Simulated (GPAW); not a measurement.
## Work function of Cl/Pd(100) at several levels

Wanted: work functions and dipole of Cl/Pd(100), with the cost of each level.

Method: GPAW, PAW setups; slab in vacuum, relaxation, in the first sound run; inputs show where later runs differ, in GPAW 26.7.0.

## 1. Set-up

The cell holds 5 atoms: 4 Pd and 1 Cl. Its edges and angles: a = 2.751 Å, b = 2.751 Å, c = 25.454 Å, α = 90.0°, β = 90.0°, γ = 90.0°. Vacuum lies along c.

## 2. Relaxation

Forces are removed first; all later runs use this geometry. The lowest 2 atoms are held at bulk positions and keep their forces.

Input file run.py:

```python
import json
import numpy as np
from ase import Atoms
from ase.constraints import FixAtoms
from ase.optimize import BFGS
from gpaw import GPAW, PW

slab = Atoms(
    ['Pd', 'Pd', 'Pd', 'Pd', 'Cl'],
    positions=[
        [1.37532, 1.37532, 9.00000],
        [0.00000, 0.00000, 10.94500],
        [1.37532, 1.37532, 12.89000],
        [0.00000, 0.00000, 14.83500],
        [1.37532, 1.37532, 16.45377]],
    cell=[[2.75065, 0.0, 0.0], [0.0, 2.75065, 0.0], [0.0, 0.0, 25.45377]],
    pbc=[True, True, False])

slab.calc = GPAW(mode=PW(400), xc='PBE', kpts={'size': (11, 11, 1), 'gamma': True},
                 occupations={'name': 'fermi-dirac', 'width': 0.1}, nbands='160%',
                 convergence={'density': 1e-05}, maxiter=200,
                 poissonsolver={'dipolelayer': 'xy'},
                 symmetry={'tolerance': 1e-3, 'extra_ids': [1, 1, 0, 0, 0]}, txt='slab.txt')
result = {}
slab.set_constraint(FixAtoms([0, 1]))
path = []
opt = BFGS(slab, maxstep=0.2)
opt.attach(lambda: path.append((slab.get_potential_energy(), slab.positions.tolist(), slab.get_forces().tolist())))
result['relaxed'] = bool(opt.run(fmax=0.03, steps=40))
result['path'] = path
energy = slab.get_potential_energy()
fermi = slab.calc.get_fermi_level()
v = slab.calc.get_electrostatic_potential().mean((0, 1)) - fermi
n = slab.calc.get_pseudo_density().mean((0, 1))
L = slab.cell[2, 2]
z = np.arange(len(v)) * L / len(v)
low, high = slab.positions[:, 2].min(), slab.positions[:, 2].max()
below, above = np.interp([low - 6.8, high + 6.8], z, v)
slopes = [np.interp(x, z, np.gradient(v, z)) for x in (low - 6.8, high + 6.8)]
eps = np.array([[slab.calc.get_eigenvalues(k, s) for k in range(len(slab.calc.get_ibz_k_points()))]
                for s in range(slab.calc.get_number_of_spins())]) - fermi
top, bottom = eps[eps < 0].max(), eps[eps > 0].min()
dipole = slab.get_dipole_moment()[2]
print(f'energy {energy:.4f} eV, Fermi level {fermi:.4f} eV, dipole {dipole:.5f} e A')
print(f'potential 6.8 A off the faces, from the Fermi level: lower {below:.4f} eV, upper {above:.4f} eV')
print(f'slope of the potential there: lower {slopes[0]:.5f}, upper {slopes[1]:.5f} eV/A')
print(f'nearest levels on the mesh: {top:.4f} and {bottom:.4f} eV')
print('magnetic moment', round(slab.get_magnetic_moment(), 3))
result.update(energy=energy, fermi=fermi, dipole=dipole, below=below, above=above, slopes=slopes, edges=[top, bottom],
              z=z.tolist(), v=v.tolist(), n=n.tolist(), positions=slab.positions.tolist(),
              forces=slab.get_forces(apply_constraint=False).tolist(), moments=slab.get_magnetic_moments().tolist())
json.dump(result, open('result.json', 'w'))
```

The run is started by

```
$ OMP_NUM_THREADS=1 OPENBLAS_NUM_THREADS=1 python run.py
```

Log:

```text
Step          Energy          fmax
BFGS:    0      -15.682237        1.466827
BFGS:    1      -15.723358        1.248650
BFGS:    2      -15.821321        0.479829
BFGS:    3      -15.834302        0.438951
BFGS:    4      -15.847109        0.503869
BFGS:    5      -15.855703        0.438734
BFGS:    6      -15.862907        0.320749
BFGS:    7      -15.870909        0.485852
BFGS:    8      -15.880448        0.566458
BFGS:    9      -15.890773        0.530249
BFGS:   10      -15.903351        0.383605
BFGS:   11      -15.913338        0.203857
BFGS:   12      -15.916903        0.068651
BFGS:   13      -15.917297        0.012245
energy -15.7730 eV, Fermi level 0.1131 eV, dipole -0.03511 e A
potential 6.8 A off the faces, from the Fermi level: lower 5.1051 eV, upper 5.9428 eV
slope of the potential there: lower 0.00005, upper 0.00001 eV/A
nearest levels on the mesh: -0.0006 and 0.0016 eV
magnetic moment 0.0
```

Run time: 35 min. Hardware: 1 thread of Arm Neoverse V1, shared host; peak memory 0.25 GiB.

The steps of the relaxation:

| step | energy less that of the first step (eV) | largest force (eV/Å) |
| --- | --- | --- |
| 1 | 0.0000 | 1.4668 |
| 2 | -0.0404 | 1.2487 |
| 3 | -0.1362 | 0.4798 |
| 4 | -0.1487 | 0.4390 |
| 5 | -0.1609 | 0.5039 |
| 6 | -0.1692 | 0.4387 |
| 7 | -0.1761 | 0.3207 |
| 8 | -0.1837 | 0.4859 |
| 9 | -0.1929 | 0.5665 |
| 10 | -0.2028 | 0.5302 |
| 11 | -0.2148 | 0.3836 |
| 12 | -0.2243 | 0.2039 |
| 13 | -0.2274 | 0.0687 |
| 14 | -0.2277 | 0.0122 |

The atoms that moved most (Å):

| atom | dx | dy | dz | length |
| --- | --- | --- | --- | --- |
| Cl5 | 0.000 | 0.000 | 0.482 | 0.482 |
| Pd4 | 0.000 | 0.000 | 0.144 | 0.144 |
| Pd3 | 0.000 | 0.000 | 0.068 | 0.068 |

Final coordinates:

```xyz
5
Lattice="2.7506 0.0000 0.0000 0.0000 2.7506 0.0000 0.0000 0.0000 25.4538" Properties=species:S:1:pos:R:3
Pd    1.3753    1.3753    9.0000
Pd    0.0000    0.0000   10.9450
Pd    1.3753    1.3753   12.9583
Pd    0.0000    0.0000   14.9793
Cl    1.3753    1.3753   16.9359
```

This step gave:

* dipole along the normal: -0.03511 e·Å
* levels nearest the Fermi level on the mesh: -6.09e-4, 0.001637 eV from the Fermi level
* upper work function: 5.943 eV
* lower work function: 5.105 eV

The electrostatic potential energy of an electron (without an applied field's), less the Fermi level, planar mean by z:

z (Å), electrostatic potential energy of an electron (without an applied field's), less the Fermi level, planar mean (eV) and a bar from the least value:
```
      0.0        5.5 ##############################
      0.5        5.1 #############################
      1.0        5.1 #############################
      1.5        5.1 #############################
      2.0        5.1 #############################
      2.5        5.1 #############################
      3.0        5.1 #############################
      3.5        5.1 #############################
      4.0        5.1 #############################
      4.5        5.1 #############################
      5.0        5.1 #############################
      5.5        5.1 #############################
      6.0        5.1 #############################
      6.5        5.0 #############################
      7.0        4.9 #############################
      7.5        4.3 ############################
      8.0        1.8 #########################
      8.5       -7.7 ###############
      9.0      -19.2 ##
      9.5       -8.0 ##############
     10.0       -1.1 ######################
     10.5       -9.8 ############
     11.0      -19.1 ##
     11.5       -6.7 ################
     12.0       -0.7 #######################
     12.5       -9.4 #############
     13.0      -19.2 ##
     13.5       -7.0 ################
     14.0       -0.5 #######################
     14.5       -8.6 ##############
     15.0      -19.3 ##
     15.5       -7.7 ###############
     16.0       -0.1 #######################
     16.5       -7.7 ###############
     17.0      -21.0 
     17.5       -2.6 #####################
     18.0        4.3 ############################
     18.5        5.7 ##############################
     19.0        5.9 ##############################
     19.5        5.9 ##############################
     20.0        5.9 ##############################
     20.5        5.9 ##############################
     21.0        5.9 ##############################
     21.5        5.9 ##############################
     22.0        5.9 ##############################
     22.5        5.9 ##############################
     23.0        5.9 ##############################
     23.5        5.9 ##############################
     24.0        5.9 ##############################
     24.5        5.9 ##############################
     25.0        5.9 ##############################
```

The pseudo valence density, planar mean oscillates, so the rows of the table below give means over windows of 2.02 Å about each position, cut where the curve ends. Its maxima inside the range that stand out by 2 % of the span (Å: e/Å³): 8.9: 2.29, 11.0: 2.32, 12.9: 2.41, 15.1: 2.33, 16.8: 0.603. Its minima: 10.0: 0.353, 11.9: 0.325, 14.0: 0.318, 15.9: 0.305.

The pseudo valence density, planar mean by z; means over each step:

| z (Å) | pseudo valence density, planar mean (e/Å³) |
| --- | --- |
| 5.05 | 1.4e-4 |
| 7.07 | 0.0338 |
| 9.09 | 1.04 |
| 11.11 | 1.05 |
| 13.13 | 1.05 |
| 15.15 | 1.04 |
| 17.17 | 0.426 |
| 19.19 | 0.00881 |
| 21.21 | 1.0e-5 |

The relaxation lowered the energy of the cell by 0.228 eV (energies extrapolated to zero smearing; the optimiser's log prints free energies). The largest force left on a free atom is 0.012 eV/Å.

## 3. Plane waves, PBE

The work function is the vacuum plateau of the electrostatic potential less the Fermi level; a dipole layer lets the two faces have plateaus of their own.

This step: GPAW, PAW setups; slab in vacuum (GPAW 26.7.0).

Changes to run.py since step 2:

```diff
@@ -3,4 +3,2 @@
 from ase import Atoms
-from ase.constraints import FixAtoms
-from ase.optimize import BFGS
 from gpaw import GPAW, PW
@@ -12,5 +10,5 @@
         [0.00000, 0.00000, 10.94500],
-        [1.37532, 1.37532, 12.89000],
-        [0.00000, 0.00000, 14.83500],
-        [1.37532, 1.37532, 16.45377]],
+        [1.37532, 1.37532, 12.95833],
+        [0.00000, -0.00000, 14.97930],
+        [1.37532, 1.37532, 16.93595]],
     cell=[[2.75065, 0.0, 0.0], [0.0, 2.75065, 0.0], [0.0, 0.0, 25.45377]],
@@ -22,10 +20,4 @@
                  poissonsolver={'dipolelayer': 'xy'},
-                 symmetry={'tolerance': 1e-3, 'extra_ids': [1, 1, 0, 0, 0]}, txt='slab.txt')
+                 symmetry={'tolerance': 1e-3}, txt='slab.txt')
 result = {}
-slab.set_constraint(FixAtoms([0, 1]))
-path = []
-opt = BFGS(slab, maxstep=0.2)
-opt.attach(lambda: path.append((slab.get_potential_energy(), slab.positions.tolist(), slab.get_forces().tolist())))
-result['relaxed'] = bool(opt.run(fmax=0.03, steps=40))
-result['path'] = path
 energy = slab.get_potential_energy()
```

Log:

```text
energy -15.7730 eV, Fermi level 0.1129 eV, dipole -0.03490 e A
potential 6.8 A off the faces, from the Fermi level: lower 5.1063 eV, upper 5.9428 eV
slope of the potential there: lower -0.00008, upper 0.00003 eV/A
nearest levels on the mesh: -0.0006 and 0.0017 eV
magnetic moment 0.0
```

Run time: 5.7 min. Hardware: 1 thread; peak memory 0.25 GiB.

This step gave:

```yaml
dipole_along_the_normal: -0.03490 e·Å
levels_nearest_the_fermi_level_on_the_mesh: -5.88e-4, 0.001674 eV from the Fermi level
lower_work_function: 5.106 eV
```

The electrostatic potential energy of an electron (without an applied field's), less the Fermi level, planar mean oscillates, so the rows of the table below give means over windows of 2.02 Å about each position, cut where the curve ends. Its maxima inside the range that stand out by 2 % of the span (Å: eV): 10.0: -1.04, 12.0: -0.621, 14.0: -0.449, 16.0: -0.0886. Its minima: 9.0: -19.3, 10.9: -19.4, 12.9: -19.5, 15.0: -19.4, 17.0: -21.7.

Table of electrostatic potential energy of an electron (without an applied field's), less the Fermi level, planar mean by z; means over each step:

z (Å), electrostatic potential energy of an electron (without an applied field's), less the Fermi level, planar mean (eV) and a bar from the least value:
```
     1.01        5.1 ############################
     3.03        5.1 ############################
     5.05        5.1 ############################
     7.07        4.4 ###########################
     9.09       -8.7 #
    11.11       -9.0 
    13.13       -9.0 
    15.15       -8.9 
    17.17       -6.8 #####
    19.19        5.8 ##############################
    21.21        5.9 ##############################
    23.23        5.9 ##############################
    25.25        5.9 ##############################
```

The pseudo valence density, planar mean oscillates, so the rows of the table below give means over windows of 2.02 Å about each position, cut where the curve ends. Its maxima inside the range that stand out by 2 % of the span (Å: e/Å³): 8.9: 2.29, 11.0: 2.32, 12.9: 2.41, 15.1: 2.33, 16.8: 0.603. Its minima: 10.0: 0.353, 11.9: 0.325, 14.0: 0.318, 15.9: 0.305.

Table of pseudo valence density, planar mean by z; means over each step:

| z (Å) | pseudo valence density, planar mean (e/Å³) |
| --- | --- |
| 5.05 | 1.4e-4 |
| 7.07 | 0.0338 |
| 9.09 | 1.04 |
| 11.11 | 1.05 |
| 13.13 | 1.05 |
| 15.15 | 1.04 |
| 17.17 | 0.426 |
| 19.19 | 0.00881 |
| 21.21 | 1.0e-5 |

Force by atom:

| atom | x (eV/Å) | y (eV/Å) | z (eV/Å) | size |
| --- | --- | --- | --- | --- |
| Pd1 | 0.000 | 0.000 | -0.186 | 0.186 |
| Pd2 | 0.000 | 0.000 | 0.203 | 0.203 |
| Pd3 | 0.000 | 0.000 | -0.010 | 0.010 |
| Pd4 | 0.000 | 0.000 | -0.013 | 0.013 |
| Cl5 | 0.000 | 0.000 | 0.007 | 0.007 |

The potential is flat to 8.4e-5 eV/Å where it is read, so the vacuum is wide enough.

## 4. Self-consistent run: xc = "RPBE"

The same geometry under RPBE, to see how far the functional moves the levels against the vacuum.

Changes to run.py since step 3:

```diff
@@ -16,3 +16,3 @@
 
-slab.calc = GPAW(mode=PW(400), xc='PBE', kpts={'size': (11, 11, 1), 'gamma': True},
+slab.calc = GPAW(mode=PW(400), xc='RPBE', kpts={'size': (11, 11, 1), 'gamma': True},
                  occupations={'name': 'fermi-dirac', 'width': 0.1}, nbands='160%',
```

Log:

```text
energy -13.0444 eV, Fermi level 0.2362 eV, dipole -0.03903 e A
potential 6.8 A off the faces, from the Fermi level: lower 4.9152 eV, upper 5.8506 eV
slope of the potential there: lower 0.00003, upper 0.00003 eV/A
nearest levels on the mesh: -0.0014 and 0.0012 eV
magnetic moment 0.0
```

Wall time 3.2 min (1 thread); peak memory 0.25 GiB.

Numbers from this step:

| Quantity | Value |
| --- | --- |
| dipole along the normal | -0.03903 e·Å |
| levels nearest the Fermi level on the mesh | -0.001386, 0.001151 eV from the Fermi level |
| upper work function | 5.851 eV |
| lower work function | 4.915 eV |

Table of electrostatic potential energy of an electron (without an applied field's), less the Fermi level, planar mean by z:

| z (Å) | electrostatic potential energy of an electron (without an applied field's), less the Fermi level, planar mean (eV) |
| --- | --- |
| 0.0 | 5.38 |
| 0.5 | 4.92 |
| 1.0 | 4.92 |
| 1.5 | 4.92 |
| 2.0 | 4.92 |
| 2.5 | 4.92 |
| 3.0 | 4.92 |
| 3.5 | 4.92 |
| 4.0 | 4.92 |
| 4.5 | 4.92 |
| 5.0 | 4.91 |
| 5.5 | 4.91 |
| 6.0 | 4.90 |
| 6.5 | 4.85 |
| 7.0 | 4.69 |
| 7.5 | 4.08 |
| 8.0 | 1.64 |
| 8.5 | -7.79 |
| 9.0 | -19.3 |
| 9.5 | -8.09 |
| 10.0 | -1.27 |
| 10.5 | -9.89 |
| 11.0 | -19.2 |
| 11.5 | -6.76 |
| 12.0 | -0.822 |
| 12.5 | -9.46 |
| 13.0 | -19.3 |
| 13.5 | -7.05 |
| 14.0 | -0.576 |
| 14.5 | -8.73 |
| 15.0 | -19.3 |
| 15.5 | -7.82 |
| 16.0 | -0.243 |
| 16.5 | -7.76 |
| 17.0 | -21.0 |
| 17.5 | -2.63 |
| 18.0 | 4.26 |
| 18.5 | 5.56 |
| 19.0 | 5.79 |
| 19.5 | 5.84 |
| 20.0 | 5.85 |
| 20.5 | 5.85 |
| 21.0 | 5.85 |
| 21.5 | 5.85 |
| 22.0 | 5.85 |
| 22.5 | 5.85 |
| 23.0 | 5.85 |
| 23.5 | 5.85 |
| 24.0 | 5.85 |
| 24.5 | 5.85 |
| 25.0 | 5.85 |

The pseudo valence density, planar mean oscillates, so the rows of the table below give means over windows of 2.02 Å about each position, cut where the curve ends. Its maxima inside the range that stand out by 2 % of the span (Å: e/Å³): 8.9: 2.29, 11.0: 2.32, 12.9: 2.41, 15.1: 2.33, 16.8: 0.603. Its minima: 10.0: 0.352, 11.9: 0.324, 14.0: 0.317, 15.9: 0.304.

Pseudo valence density, planar mean against z; means over each step:

| z (Å) | pseudo valence density, planar mean (e/Å³) |
| --- | --- |
| 5.05 | 1.5e-4 |
| 7.07 | 0.0335 |
| 9.09 | 1.04 |
| 11.11 | 1.05 |
| 13.13 | 1.05 |
| 15.15 | 1.04 |
| 17.17 | 0.426 |
| 19.19 | 0.00873 |
| 21.21 | 1.1e-5 |

Force by atom:

| atom | x (eV/Å) | y (eV/Å) | z (eV/Å) | size |
| --- | --- | --- | --- | --- |
| Pd1 | 0.000 | 0.000 | -0.436 | 0.436 |
| Pd2 | 0.000 | 0.000 | 0.226 | 0.226 |
| Pd3 | 0.000 | 0.000 | -0.009 | 0.009 |
| Pd4 | 0.000 | 0.000 | 0.029 | 0.029 |
| Cl5 | 0.000 | 0.000 | 0.188 | 0.188 |

The upper face's work function is 5.851 eV, against 5.943 eV in the first plane-wave PBE run at this geometry.

## 5. Self-consistent run: xc = "LDA"

The same geometry under LDA, to see how far the functional moves the levels against the vacuum.

Changes to run.py since step 4:

```diff
@@ -16,3 +16,3 @@
 
-slab.calc = GPAW(mode=PW(400), xc='RPBE', kpts={'size': (11, 11, 1), 'gamma': True},
+slab.calc = GPAW(mode=PW(400), xc='LDA', kpts={'size': (11, 11, 1), 'gamma': True},
                  occupations={'name': 'fermi-dirac', 'width': 0.1}, nbands='160%',
```

Log:

```text
energy -21.2919 eV, Fermi level -0.1996 eV, dipole -0.02735 e A
potential 6.8 A off the faces, from the Fermi level: lower 5.5145 eV, upper 6.1705 eV
slope of the potential there: lower 0.00001, upper 0.00003 eV/A
nearest levels on the mesh: -0.0162 and 0.0016 eV
magnetic moment 0.0
```

Run time: 5.1 min. Hardware: 1 thread; peak memory 0.25 GiB.

Numbers from this step:

- dipole along the normal: -0.02735 e·Å
- levels nearest the Fermi level on the mesh: -0.01615, 0.001600 eV from the Fermi level
- upper work function: 6.170 eV
- lower work function: 5.515 eV

The upper face's work function is 6.170 eV, against 5.943 eV in the first plane-wave PBE run at this geometry.

## 6. Self-consistent run: xc = "revPBE"

The same geometry under revPBE, to see how far the functional moves the levels against the vacuum.

Changes to run.py since step 5:

```diff
@@ -16,3 +16,3 @@
 
-slab.calc = GPAW(mode=PW(400), xc='LDA', kpts={'size': (11, 11, 1), 'gamma': True},
+slab.calc = GPAW(mode=PW(400), xc='revPBE', kpts={'size': (11, 11, 1), 'gamma': True},
                  occupations={'name': 'fermi-dirac', 'width': 0.1}, nbands='160%',
```

Log:

```text
energy -13.4911 eV, Fermi level 0.2191 eV, dipole -0.03788 e A
potential 6.8 A off the faces, from the Fermi level: lower 4.9386 eV, upper 5.8463 eV
slope of the potential there: lower 0.00006, upper 0.00003 eV/A
nearest levels on the mesh: -0.0007 and 0.0021 eV
magnetic moment 0.0
```

Run time: 3.2 min. Hardware: 1 thread; peak memory 0.25 GiB.

Numbers from this step:

```yaml
dipole_along_the_normal: -0.03788 e·Å
levels_nearest_the_fermi_level_on_the_mesh: -6.53e-4, 0.002121 eV from the Fermi level
upper_work_function: 5.846 eV
lower_work_function: 4.939 eV
```

The electrostatic potential energy of an electron (without an applied field's), less the Fermi level, planar mean oscillates, so the rows of the table below give means over windows of 2.02 Å about each position, cut where the curve ends. Its maxima inside the range that stand out by 2 % of the span (Å: eV): 10.0: -1.13, 12.0: -0.711, 14.0: -0.540, 16.0: -0.161. Its minima: 9.0: -19.3, 10.9: -19.5, 12.9: -19.5, 15.0: -19.5, 17.0: -21.7.

Electrostatic potential energy of an electron (without an applied field's), less the Fermi level, planar mean against z; means over each step:

| z (Å) | electrostatic potential energy of an electron (without an applied field's), less the Fermi level, planar mean (eV) |
| --- | --- |
| 1.01 | 4.98 |
| 3.03 | 4.94 |
| 5.05 | 4.94 |
| 7.07 | 4.21 |
| 9.09 | -8.80 |
| 11.11 | -9.09 |
| 13.13 | -9.02 |
| 15.15 | -8.97 |
| 17.17 | -6.81 |
| 19.19 | 5.72 |
| 21.21 | 5.85 |
| 23.23 | 5.85 |
| 25.25 | 5.81 |

The upper face's work function is 5.846 eV, against 5.943 eV in the first plane-wave PBE run at this geometry.

## 7. Self-consistent run: xc = "vdW-DF2"

The same geometry under vdW-DF2, to see how far the functional moves the levels against the vacuum (the van der Waals functionals take revPBE setups).

Changes to run.py since step 6:

```diff
@@ -16,3 +16,3 @@
 
-slab.calc = GPAW(mode=PW(400), xc='revPBE', kpts={'size': (11, 11, 1), 'gamma': True},
+slab.calc = GPAW(mode=PW(400), xc='vdW-DF2', kpts={'size': (11, 11, 1), 'gamma': True},
                  occupations={'name': 'fermi-dirac', 'width': 0.1}, nbands='160%',
```

Log:

```text
energy -406.2978 eV, Fermi level -0.1227 eV, dipole -0.03813 e A
potential 6.8 A off the faces, from the Fermi level: lower 5.5066 eV, upper 6.4206 eV
slope of the potential there: lower -0.00002, upper 0.00005 eV/A
nearest levels on the mesh: -0.0039 and 0.0077 eV
magnetic moment 0.0
```

It took 5 min on 1 thread; peak memory 0.37 GiB.

This step gave:

```yaml
dipole_along_the_normal: -0.03813 e·Å
levels_nearest_the_fermi_level_on_the_mesh: -0.003929, 0.007739 eV from the Fermi level
upper_work_function: 6.421 eV
lower_work_function: 5.507 eV
```

The electrostatic potential energy of an electron (without an applied field's), less the Fermi level, planar mean oscillates, so the rows of the table below give means over windows of 2.02 Å about each position, cut where the curve ends. Its maxima inside the range that stand out by 2 % of the span (Å: eV): 10.0: -1.33, 12.0: -0.898, 14.0: -0.721, 16.0: -0.191. Its minima: 9.0: -19.3, 10.9: -19.5, 12.9: -19.5, 15.0: -19.4, 17.0: -21.5.

Electrostatic potential energy of an electron (without an applied field's), less the Fermi level, planar mean against z; means over each step:

| z (Å) | electrostatic potential energy of an electron (without an applied field's), less the Fermi level, planar mean (eV) |
| --- | --- |
| 1.01 | 5.55 |
| 3.03 | 5.51 |
| 5.05 | 5.50 |
| 7.07 | 4.67 |
| 9.09 | -8.79 |
| 11.11 | -9.18 |
| 13.13 | -9.10 |
| 15.15 | -8.99 |
| 17.17 | -6.55 |
| 19.19 | 6.27 |
| 21.21 | 6.42 |
| 23.23 | 6.42 |
| 25.25 | 6.38 |

The upper face's work function is 6.421 eV, against 5.943 eV in the first plane-wave PBE run at this geometry.

[end of part 1 of 2]

[Logs are printed without paths, hosts, clocks, repeated set-up lines and the standing remarks that a program may print on its own settings, such as how far it seeks lower states.]

[Hosts, paths, dates, database ids (printed as entryN), source tags and the programs' standing remarks are cut or masked in the printed files.]
